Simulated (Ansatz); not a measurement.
## Li on Mo(110): change of the work function

How does Li on the top site change the work function of Mo(110) as the layer fills?

Method: plane-wave DFT, PBEsol, Ansatz PAW, in Ansatz 0.2.0.

**1. Set-up**

The cell holds 4 atoms: 4 Mo. Its edges and angles: a = 2.728 Å, b = 2.728 Å, c = 24.682 Å, α = 90.0°, β = 90.0°, γ = 70.5°. Vacuum lies along c.

As a file:

```cif
data_structure
_symmetry_space_group_name_H-M 'P 1'
_symmetry_Int_Tables_number 1
_cell_length_a 2.7280
_cell_length_b 2.7280
_cell_length_c 24.6822
_cell_angle_alpha 90.000
_cell_angle_beta 90.000
_cell_angle_gamma 70.529
_cell_volume 173.18
loop_
_atom_site_label
_atom_site_type_symbol
_atom_site_fract_x
_atom_site_fract_y
_atom_site_fract_z
_atom_site_occupancy
Mo1 Mo 0.00000 0.00000 0.36464 1
Mo2 Mo 0.50000 0.50000 0.45488 1
Mo3 Mo 0.00000 0.00000 0.54512 1
Mo4 Mo 0.50000 0.50000 0.63536 1
```

**2. The clean slab**

The bare slab comes first, as the zero from which every change is counted. The two lowest layers are held at bulk places and the upper ones relax. The dipole correction removes the false field that a one-sided slab makes across the periodic vacuum, so each face gets a flat vacuum level of its own.

Contents of input.yaml:

```yaml
crystal:
  lattice:
    - [2.2273863607, -1.575, 0.0]
    - [2.2273863607, 1.575, 0.0]
    - [0.0, 0.0, 24.6821590822]
  atoms:
    - { symbol: Mo, position: [0.0, 0.0, 0.3646358477] }
    - { symbol: Mo, position: [0.5, 0.5, 0.4548786159] }
    - { symbol: Mo, position: [0.0, 0.0, 0.5451213841] }
    - { symbol: Mo, position: [0.5, 0.5, 0.6353641523] }
kpoints:
  mp_grid: { grid: [12, 12, 1] }
hamiltonian:
  xc: pbesol
scf:
  occupations: { method: fermi_dirac, width: 0.1 }
  convergence: { dr2_threshold: 1.0e-08 }
efield:
  axis: 3
  dipole_correction: true
  ramp_position: 0.97
  ramp_width: 0.06
relax:
  f_tol: 0.02
  max_steps: 60
  constraints: [{ sites: [0, 1] }]
output:
  write_potential: true
  write_density: true
  volumetric_format: npy
```

Run with:

```sh
> ansatz run input.yaml --threads 4 --pin off --max-ram 6144MiB --backend cpu --events-out ev --progress --plain --runs-dir out
```

Numbers of over 12 decimals in the logs are rounded to 6 here.

What it wrote:

```text
Engine: ansatz 0.2.0, x86_64-unknown-linux-gnu
Pseudopotentials: kind: paw
Pseudopotential: Mo, paw, valence charge 14, recommended cutoff 420 eV (normal), Mo.paw.azcp
Functional definition: PBEsol
  exchange = pbesol_x
  correlation = pbesol_c
Crystal: 4 atoms, lattice volume = 173.177 Å³
Basis set: ecut = 420 eV, 3445 PW (Γ), exchange–correlation on 40×40×360 points (8 copies of the dense FFT grid, shifted against one another)
Bands: 34, of which v1, the nominal top of the filled ones, is band 28 counted from 1 (27 counted from 0)
Symmetry: 4 space group operations
k-points: 43 of 144
Non-local potential: Mo, projectors of the file, l = 0: 3, l = 1: 2, l = 2: 2, l = 3: 1
PAW form: soft (Blöchl's): semilocal exchange-correlation on the pseudo side does not see the compensation charge
PAW frozen core: Mo, regenerated for the run's functional, and the local potential with it (the file was generated under x = pbe(κ = 0.804, μ = 0.219515), c = pbe(β = 0.066725))
PAW one-centre angular grid: Mo, 590 points (default); XC on 64 Gauss nodes
Initial density: superposition of atomic densities (neutral atoms: chi_scale 0, normalization atom), corrected by the library's trained network
Initial wavefunctions: pseudopotential atomic-orbital guess
Functional: x = pbesol(κ = 0.804, μ = 0.123457), c = pbesol(β = 0.046)
SCF iter   1: F=—  HF=-19587.096331 eV  |F-HF|=—  |Δ(HF+E_count)|=         —  Δρ=5.16e-3  dr2=1.92e-1  ethr=1.77e-3  p=0.000 e·Å  D=1.43e-13 V/Å  ΔV_dip=-0.00 eV  dr2_dipole=1.04e-6  V_vac-E_F(+/−)=4.96/4.96 eV  ⟨swp⟩=9.1  Hψ=15883  notcnv=0  defer=5
efield: sawtooth ramp at fractional position 0.9700 (set: `efield.ramp_position`, or a place that a band, a saddle search or an elastic batch's reference lends), width 0.0600; the density the first Hamiltonian is built on has a dipole p = 0.000 e·Å; the dipole correction subtracts the counter field D = 1.43e-13 V/Å, which shifts the + side's vacuum level by -0.00 eV against the − side's; the planar-averaged density in the ramp window peaks in size at 1.4e-5 e/Å³
automatic band count: the SCF goes on with 40 bands, as 34 were too few: the levels above may hold too much charge
preconditioner: auto → LDOS  [metal: Δε(μ)=0.027 eV  Ē_g=5.199 eV  σ=0.100 eV  W_gap=0.07  n_scr=16 (ndim 8)  ℏωp=13.8 eV  f_vac=0.563  D(μ)=3.52/eV (n_scr^D=14)  β→1.0]
SCF iter   2: F=—  HF=-19587.088010 eV  |F-HF|=—  |Δ(HF+E_count)|=   8.32e-3  Δρ=2.93e-3  dr2=3.89e-2  ethr=3.42e-4  p=0.000 e·Å  D=1.08e-6 V/Å  ΔV_dip=-0.00 eV  dr2_dipole=8.30e-7  V_vac-E_F(+/−)=4.82/4.82 eV  ⟨swp⟩=2.0  Hψ=2982  notcnv=0  defer=25
SCF iter   3: F=—  HF=-19587.082901 eV  |F-HF|=—  |Δ(HF+E_count)|=   5.11e-3  Δρ=5.88e-4  dr2=1.77e-3  ethr=6.95e-5  p=0.000 e·Å  D=2.46e-6 V/Å  ΔV_dip=-0.00 eV  dr2_dipole=1.37e-7  V_vac-E_F(+/−)=4.83/4.83 eV  ⟨swp⟩=2.7  Hψ=2851  notcnv=0  defer=25
SCF iter   4: F=—  HF=-19587.082598 eV  |F-HF|=—  |Δ(HF+E_count)|=   3.03e-4  Δρ=1.65e-4  dr2=9.87e-5  ethr=3.17e-6  p=0.000 e·Å  D=5.77e-7 V/Å  ΔV_dip=-0.00 eV  dr2_dipole=3.05e-8  V_vac-E_F(+/−)=4.82/4.82 eV  ⟨swp⟩=2.4  Hψ=2403  notcnv=0  defer=25
SCF iter   5: F=—  HF=-19587.082627 eV  |F-HF|=—  |Δ(HF+E_count)|=   2.94e-5  Δρ=4.51e-5  dr2=7.47e-6  ethr=1.76e-7  p=-0.000 e·Å  D=-3.85e-7 V/Å  ΔV_dip=0.00 eV  dr2_dipole=1.41e-9  V_vac-E_F(+/−)=4.81/4.81 eV  ⟨swp⟩=2.4  Hψ=2602  notcnv=0  defer=25
SCF iter   6: F=—  HF=-19587.082698 eV  |F-HF|=—  |Δ(HF+E_count)|=   7.15e-5  Δρ=1.86e-5  dr2=1.06e-6  ethr=1.33e-8  p=-0.000 e·Å  D=-5.09e-7 V/Å  ΔV_dip=0.00 eV  dr2_dipole=4.70e-11  V_vac-E_F(+/−)=4.81/4.81 eV  ⟨swp⟩=2.5  Hψ=2738  notcnv=0  defer=25
SCF iter   7: F=—  HF=-19587.082699 eV  |F-HF|=—  |Δ(HF+E_count)|=   6.99e-7  Δρ=4.49e-6  dr2=9.43e-8  ethr=1.90e-9  p=-0.000 e·Å  D=-2.90e-7 V/Å  ΔV_dip=0.00 eV  dr2_dipole=1.42e-11  V_vac-E_F(+/−)=4.81/4.81 eV  ⟨swp⟩=2.1  Hψ=2248  notcnv=0  defer=25
SCF iter   8: F=—  HF=-19587.082699 eV  |F-HF|=—  |Δ(HF+E_count)|=   8.70e-8  Δρ=2.32e-6  dr2=1.77e-8  ethr=1.79e-11  p=-0.000 e·Å  D=-1.10e-7 V/Å  ΔV_dip=0.00 eV  dr2_dipole=2.44e-12  V_vac-E_F(+/−)=4.81/4.81 eV  ⟨swp⟩=10.9  Hψ=11650  notcnv=0
SCF iter   9: F=-19587.082699 eV  HF=-19587.082699 eV  |F-HF|=2.45e-9  |Δ(HF+E_count)|=   1.25e-8  Δρ=5.74e-7  dr2=1.01e-9  ethr=1.79e-11  p=-0.000 e·Å  D=-4.04e-8 V/Å  ΔV_dip=0.00 eV  dr2_dipole=5.83e-15  V_vac-E_F(+/−)=4.80/4.80 eV  ⟨swp⟩=9.6  Hψ=10280  notcnv=0
SCF 1 converged in 9 iterations: F = -19587.082699 eV  dr2 = 1.01e-9
  greatest PAW one-centre occupation: 0.999 electrons in one spin orbital (limit 2), on the Mo atom at site 3 (counted from 0), in its partial waves of l = 0
relax step   1: F+E_penalty+E_count = -19587.08269918 eV  Δ(F+E_penalty+E_count) = +0.000e0 eV  max|allowed force component| = 8.637e-1 eV/Å  Δτ_max = 0.0000 Å  (9 SCF iters, accepted)
Bands: 40, of which v1, the nominal top of the filled ones, is band 28 counted from 1 (27 counted from 0)
Initial density: handed on by an earlier stage of this run
Initial wavefunctions: those handed on with the density
iter 1 solved again at ethr=1.44e-3 eV; its pass at ethr=3.10e-3 eV (dr2=8.08e-1 eV) is discarded
SCF iter   1: F=—  HF=-19587.180170 eV  |F-HF|=—  |Δ(HF+E_count)|=         —  Δρ=1.24e-2  dr2=7.97e-1  ethr=1.44e-3  p=0.000 e·Å  D=3.80e-7 V/Å  ΔV_dip=-0.00 eV  dr2_dipole=4.09e-2  V_vac-E_F(+/−)=4.82/4.82 eV  ⟨swp⟩=1.4  Hψ=7016  notcnv=0  defer=24
efield: sawtooth ramp at fractional position 0.9700 (set: `efield.ramp_position`, or a place that a band, a saddle search or an elastic batch's reference lends), width 0.0600; the density the first Hamiltonian is built on has a dipole p = 0.000 e·Å; the dipole correction subtracts the counter field D = 3.80e-7 V/Å, which shifts the + side's vacuum level by -0.00 eV against the − side's; the planar-averaged density in the ramp window peaks in size at 2.3e-6 e/Å³
preconditioner: auto → LDOS  [metal: Δε(μ)=0.015 eV  Ē_g=5.341 eV  σ=0.100 eV  W_gap=0.04  n_scr=16 (ndim 8)  ℏωp=13.8 eV  f_vac=0.571  D(μ)=3.65/eV (n_scr^D=14)  β→1.0]
SCF iter   2: F=—  HF=-19587.135669 eV  |F-HF|=—  |Δ(HF+E_count)|=   4.45e-2  Δρ=5.20e-3  dr2=1.60e-1  ethr=1.42e-3  p=0.009 e·Å  D=8.91e-3 V/Å  ΔV_dip=-0.22 eV  dr2_dipole=1.33e-3  V_vac-E_F(+/−)=4.60/4.82 eV  ⟨swp⟩=2.3  Hψ=2699  notcnv=0  defer=24
SCF iter   3: F=—  HF=-19587.122924 eV  |F-HF|=—  |Δ(HF+E_count)|=   1.27e-2  Δρ=2.32e-3  dr2=3.07e-2  ethr=2.86e-4  p=0.007 e·Å  D=7.54e-3 V/Å  ΔV_dip=-0.19 eV  dr2_dipole=2.57e-4  V_vac-E_F(+/−)=4.64/4.83 eV  ⟨swp⟩=2.7  Hψ=3205  notcnv=0  defer=27
[...]
SCF iter   4: F=—  HF=-19587.141878 eV  |F-HF|=—  |Δ(HF+E_count)|=   6.59e-4  Δρ=1.46e-4  dr2=7.78e-5  ethr=5.79e-6  p=0.006 e·Å  D=6.68e-3 V/Å  ΔV_dip=-0.16 eV  dr2_dipole=2.67e-6  V_vac-E_F(+/−)=4.66/4.83 eV  ⟨swp⟩=3.1  Hψ=2860  notcnv=0  defer=26
SCF iter   5: F=—  HF=-19587.141882 eV  |F-HF|=—  |Δ(HF+E_count)|=   4.11e-6  Δρ=4.75e-5  dr2=8.58e-6  ethr=1.39e-7  p=0.006 e·Å  D=6.41e-3 V/Å  ΔV_dip=-0.16 eV  dr2_dipole=5.12e-7  V_vac-E_F(+/−)=4.67/4.83 eV  ⟨swp⟩=2.4  Hψ=2528  notcnv=0  defer=26
SCF iter   6: F=—  HF=-19587.141956 eV  |F-HF|=—  |Δ(HF+E_count)|=   7.42e-5  Δρ=1.29e-5  dr2=8.98e-7  ethr=1.53e-8  p=0.006 e·Å  D=6.23e-3 V/Å  ΔV_dip=-0.15 eV  dr2_dipole=3.46e-8  V_vac-E_F(+/−)=4.67/4.83 eV  ⟨swp⟩=2.2  Hψ=2298  notcnv=0  defer=26
SCF iter   7: F=—  HF=-19587.141956 eV  |F-HF|=—  |Δ(HF+E_count)|=   8.33e-8  Δρ=5.12e-6  dr2=7.93e-8  ethr=1.60e-9  p=0.006 e·Å  D=6.18e-3 V/Å  ΔV_dip=-0.15 eV  dr2_dipole=1.49e-11  V_vac-E_F(+/−)=4.68/4.83 eV  ⟨swp⟩=2.6  Hψ=2856  notcnv=0  defer=26
SCF iter   8: F=—  HF=-19587.141956 eV  |F-HF|=—  |Δ(HF+E_count)|=   4.57e-8  Δρ=1.82e-6  dr2=1.45e-8  ethr=1.79e-11  p=0.006 e·Å  D=6.16e-3 V/Å  ΔV_dip=-0.15 eV  dr2_dipole=3.73e-10  V_vac-E_F(+/−)=4.68/4.83 eV  ⟨swp⟩=10.9  Hψ=11862  notcnv=0
SCF iter   9: F=-19587.141956 eV  HF=-19587.141956 eV  |F-HF|=1.47e-9  |Δ(HF+E_count)|=   1.57e-8  Δρ=6.35e-7  dr2=1.25e-9  ethr=1.79e-11  p=0.006 e·Å  D=6.15e-3 V/Å  ΔV_dip=-0.15 eV  dr2_dipole=1.28e-11  V_vac-E_F(+/−)=4.68/4.83 eV  ⟨swp⟩=9.7  Hψ=10239  notcnv=0
SCF 3 converged in 9 iterations: F = -19587.141956 eV  dr2 = 1.25e-9
relax step   3: F+E_penalty+E_count = -19587.14195600 eV  Δ(F+E_penalty+E_count) = -2.524e-2 eV  max|allowed force component| = 9.321e-2 eV/Å  Δτ_max = 0.0396 Å  (9 SCF iters, accepted)
[...]
relax step   4: F+E_penalty+E_count = -19587.14108675 eV  Δ(F+E_penalty+E_count) = +8.692e-4 eV  max|allowed force component| = 1.090e-1 eV/Å  Δτ_max = 0.0455 Å  (9 SCF iters, rejected (line search))
SCF iter   1: F=—  HF=-19587.145040 eV  |F-HF|=—  |Δ(HF+E_count)|=         —  Δρ=2.50e-3  dr2=4.95e-2  ethr=7.28e-4  p=0.005 e·Å  D=5.71e-3 V/Å  ΔV_dip=-0.14 eV  dr2_dipole=9.44e-3  V_vac-E_F(+/−)=4.68/4.82 eV  ⟨swp⟩=3.1  Hψ=3068  notcnv=0  defer=26
efield: sawtooth ramp at fractional position 0.9700 (set: `efield.ramp_position`, or a place that a band, a saddle search or an elastic batch's reference lends), width 0.0600; the density the first Hamiltonian is built on has a dipole p = 0.005 e·Å; the dipole correction subtracts the counter field D = 5.71e-3 V/Å, which shifts the + side's vacuum level by -0.14 eV against the − side's; the planar-averaged density in the ramp window peaks in size at 3.4e-6 e/Å³
preconditioner: auto → LDOS  [metal: Δε(μ)=0.030 eV  Ē_g=5.281 eV  σ=0.100 eV  W_gap=0.08  n_scr=16 (ndim 8)  ℏωp=13.8 eV  f_vac=0.568  D(μ)=3.49/eV (n_scr^D=14)  β→1.0]
SCF iter   2: F=—  HF=-19587.143362 eV  |F-HF|=—  |Δ(HF+E_count)|=   1.68e-3  Δρ=9.03e-4  dr2=3.81e-3  ethr=8.84e-5  p=0.006 e·Å  D=6.06e-3 V/Å  ΔV_dip=-0.15 eV  dr2_dipole=2.94e-5  V_vac-E_F(+/−)=4.68/4.83 eV  ⟨swp⟩=1.3  Hψ=2078  notcnv=0  defer=26
SCF iter   3: F=—  HF=-19587.142881 eV  |F-HF|=—  |Δ(HF+E_count)|=   4.80e-4  Δρ=3.60e-4  dr2=5.03e-4  ethr=6.81e-6  p=0.006 e·Å  D=6.09e-3 V/Å  ΔV_dip=-0.15 eV  dr2_dipole=6.69e-7  V_vac-E_F(+/−)=4.67/4.82 eV  ⟨swp⟩=2.1  Hψ=2345  notcnv=0  defer=26
SCF iter   4: F=—  HF=-19587.142808 eV  |F-HF|=—  |Δ(HF+E_count)|=   7.36e-5  Δρ=4.80e-5  dr2=7.05e-6  ethr=8.98e-7  p=0.006 e·Å  D=5.97e-3 V/Å  ΔV_dip=-0.15 eV  dr2_dipole=5.66e-8  V_vac-E_F(+/−)=4.68/4.82 eV  ⟨swp⟩=2.3  Hψ=2563  notcnv=0  defer=26
SCF iter   5: F=—  HF=-19587.142888 eV  |F-HF|=—  |Δ(HF+E_count)|=   8.07e-5  Δρ=2.09e-5  dr2=1.74e-6  ethr=1.26e-8  p=0.006 e·Å  D=5.90e-3 V/Å  ΔV_dip=-0.15 eV  dr2_dipole=2.47e-8  V_vac-E_F(+/−)=4.68/4.82 eV  ⟨swp⟩=3.0  Hψ=3366  notcnv=0  defer=26
SCF iter   6: F=—  HF=-19587.142889 eV  |F-HF|=—  |Δ(HF+E_count)|=   2.78e-7  Δρ=9.24e-6  dr2=3.39e-7  ethr=3.11e-9  p=0.006 e·Å  D=5.85e-3 V/Å  ΔV_dip=-0.14 eV  dr2_dipole=1.99e-8  V_vac-E_F(+/−)=4.68/4.82 eV  ⟨swp⟩=2.1  Hψ=2273  notcnv=0  defer=26
SCF iter   7: F=—  HF=-19587.142889 eV  |F-HF|=—  |Δ(HF+E_count)|=   1.61e-7  Δρ=2.91e-6  dr2=4.45e-8  ethr=6.06e-10  p=0.006 e·Å  D=5.81e-3 V/Å  ΔV_dip=-0.14 eV  dr2_dipole=1.18e-8  V_vac-E_F(+/−)=4.68/4.82 eV  ⟨swp⟩=2.3  Hψ=2374  notcnv=0  defer=26
SCF iter   8: F=-19587.142889 eV  HF=-19587.142889 eV  |F-HF|=1.74e-9  |Δ(HF+E_count)|=   1.11e-8  Δρ=8.60e-7  dr2=3.04e-9  ethr=1.79e-11  p=0.006 e·Å  D=5.78e-3 V/Å  ΔV_dip=-0.14 eV  dr2_dipole=8.69e-11  V_vac-E_F(+/−)=4.68/4.82 eV  ⟨swp⟩=10.6  Hψ=11488  notcnv=0
SCF 5 converged in 8 iterations: F = -19587.142889 eV  dr2 = 3.04e-9
relax step   5: F+E_penalty+E_count = -19587.14288878 eV  Δ(F+E_penalty+E_count) = -9.328e-4 eV  max|allowed force component| = 2.176e-3 eV/Å  Δτ_max = 0.0200 Å  (8 SCF iters, accepted)
NSCF: frozen V_eff on 43 k-points
the band table was solved once a step of the walk had ended and its energy, with any forces and stress, was formed, with the checks that follow a solve (8484 applications of the Hamiltonian). They found nothing against the state; the energy, forces and stress were not computed again (output.eigenvalues in the input reference)
SCF converged after 8 iterations
Free energy (F): -19587.142889 eV
Harris-Foulkes:  -19587.142889 eV  (|F-HF|=1.74e-9)
Internal energy: -19587.027012 eV  (E = F + TS)
E sigma→0 (E₀):  -19587.084951 eV
Entropy (-TS):   -0.115876 eV (-28.969 meV/atom)
Fermi energy:    4.626694 eV
Dipole field:    D = 0.005768 V/Å  (p = 0.005520 e·Å, saw-weighted, corrected)
Work function:   Φ+ = 4.6820 eV   Φ− = 4.8244 eV
Levels:          The Fermi level and band energies are counted from a zero that moves with the ramp; work functions are not
--- Per-component energies (eV) ---
  E_band       = -1134.287847
  E_kinetic    = 1759.215544
  E_local      = -74079.019512  (includes V_loc(G=0)·N_el)
  E_nonlocal   = 580.693790
  E_hartree    = 36047.469324
  E_xc         = -725.907299
  E_vxc        = -908.952693  (∫ρ·V_xc dr)
  E_paw        = -12575.652615  (= ΣΔE_a)
  E_vpaw       = -581.188381  (= ΣTr[D̂ρ^β])
  E_aug_tail   = 0.000153  (compensation charges beyond the density's cutoff)
  E_efield     = 0.000016  (sawtooth field / dipole correction)
  E_vefield    = 0.013607  (∫n·V_field dr)
  E_ewald      = 29405.336389
  E_core_change = 0.837197  (= ΣΔE_core)
  E_smearing   = -0.115876  (= −TS)
  E_closure    = -0.000000  (closes the sum)
  Σ components = -19587.142889   (vs F -19587.142889, Δ=0.00e0)
--- Forces (eV/Å), atoms counted from 1 ---
  atom   1  Mo     0.00000000     0.00000000     0.78435739
  atom   2  Mo     0.00000000    -0.00000000    -0.78735861
  atom   3  Mo     0.00000000     0.00000000     0.00082661
  atom   4  Mo     0.00000000     0.00000000     0.00217604
  max |Σ_I F_I| component: 1.43e-6 eV/Å
--- Band table (eV; the first three rows and the last of 43) ---
  k-point 0: bands = [... 24 lower, 3.1613, 3.3099, 3.4086, 3.4849, 4.7684, 4.9599, 5.7612, 5.7845, ... 8 higher]
  k-point 1: bands = [... 24 lower, 3.0472, 3.1434, 3.4464, 3.7923, 4.4346, 5.0990, 5.3697, 5.6171, ... 8 higher]
  k-point 2: bands = [... 24 lower, 2.8054, 2.9546, 3.5825, 3.9074, 4.3669, 4.5242, 5.4785, 5.5737, ... 8 higher]
  k-point 42: bands = [... 24 lower, 3.0912, 5.1674, 5.2013, 5.4359, 5.6948, 6.1601, 7.2796, 7.6667, ... 8 higher]
--- Relaxed structure (5 steps of the walk, 4 accepted, 0 SCFs on fresh bases) ---
  F+E_penalty+E_count = -19587.14288878 eV   max|allowed force component| = 2.176e-3 eV/Å
  atoms:
    - { symbol: Mo, position: [0.0, 0.0, 0.364636] }
    - { symbol: Mo, position: [0.500000, 0.500000, 0.454879] }
    - { symbol: Mo, position: [3.699233243086025e-19, -3.699233243086025e-19, 0.544271] }
    - { symbol: Mo, position: [0.500000, 0.500000, 0.629404] }
```

Wall time 26 s (4 threads of Intel Xeon Platinum 8259CL at 2.50GHz (Skylake/Cascade Lake), shared host); peak memory 0.83 GiB; 1.7 min of CPU time.

The steps of the relaxation:

```
step  energy less that of the first step (eV)  largest force component (eV/Å)
   1                                   0.0000                          0.8637
   2                                  -0.0340                          0.7721
   3                                  -0.0593                          0.0932
   4                                  -0.0584                          0.1090
   5                                  -0.0602                          0.0022
```

Relaxation step 4 was tried and not accepted.

The run keeps the 4 symmetry operations that it works with, so distortions that break them were not tested.

The atoms that moved most (Å):

```
atom     dx     dy      dz  length
 Mo4  0.000  0.000  -0.147   0.147
 Mo3  0.000  0.000  -0.021   0.021
```

The relaxed structure:

```xyz
4
Lattice="2.2274 -1.5750 0.0000 2.2274 1.5750 0.0000 0.0000 0.0000 24.6822" Properties=species:S:1:pos:R:3
Mo    0.0000    0.0000    9.0000
Mo    2.2274    0.0000   11.2274
Mo    0.0000    0.0000   13.4338
Mo    2.2274    0.0000   15.5350
```

Numbers from this step:

```
energy at zero smearing        : -19587.0850 eV
work function, upper face      : 4.682 eV
work function, lower face      : 4.824 eV
dipole along the normal        : 0.005520 e·Å
step between the vacuum levels : -0.1424 eV
```

Running mean over 2.227 Å of the planar mean; the ramp of the sawtooth is left out. Electron's electrostatic potential energy less the Fermi level against z:

```
z (Å)  electron's electrostatic potential energy less the Fermi level (eV)
    4                                                                 4.82
    5                                                                 4.81
    6                                                                 4.69
    7                                                                 3.35
    8                                                                -5.88
    9                                                                -12.3
   10                                                                -12.6
   11                                                                -12.8
   12                                                                -13.1
   13                                                                -13.0
   14                                                                -13.8
   15                                                                -13.5
   16                                                                -11.0
   17                                                               -0.443
   18                                                                 4.19
   19                                                                 4.64
   20                                                                 4.68
   21                                                                 4.68
```

The relaxation took 5 steps and lowered the energy by 0.060 eV; the largest force on the free atoms ends at 0.0022 eV/Å.

The work function of the upper face is 4.68 eV.

(Continued in part 2 of 5.)

[Logs are printed without paths, hosts, clocks, repeated set-up lines and the standing remarks that a program may print on its own settings, such as how far it seeks lower states.]

[Hosts, paths, dates, database ids (printed as entryN), source tags and the programs' standing remarks are cut or masked in the printed files.]

[Maps of the electrostatic potential energy from Ansatz leave out the sawtooth potential of an applied field or a dipole correction, so their vacuum need not be flat; planar profiles and work functions include it.]
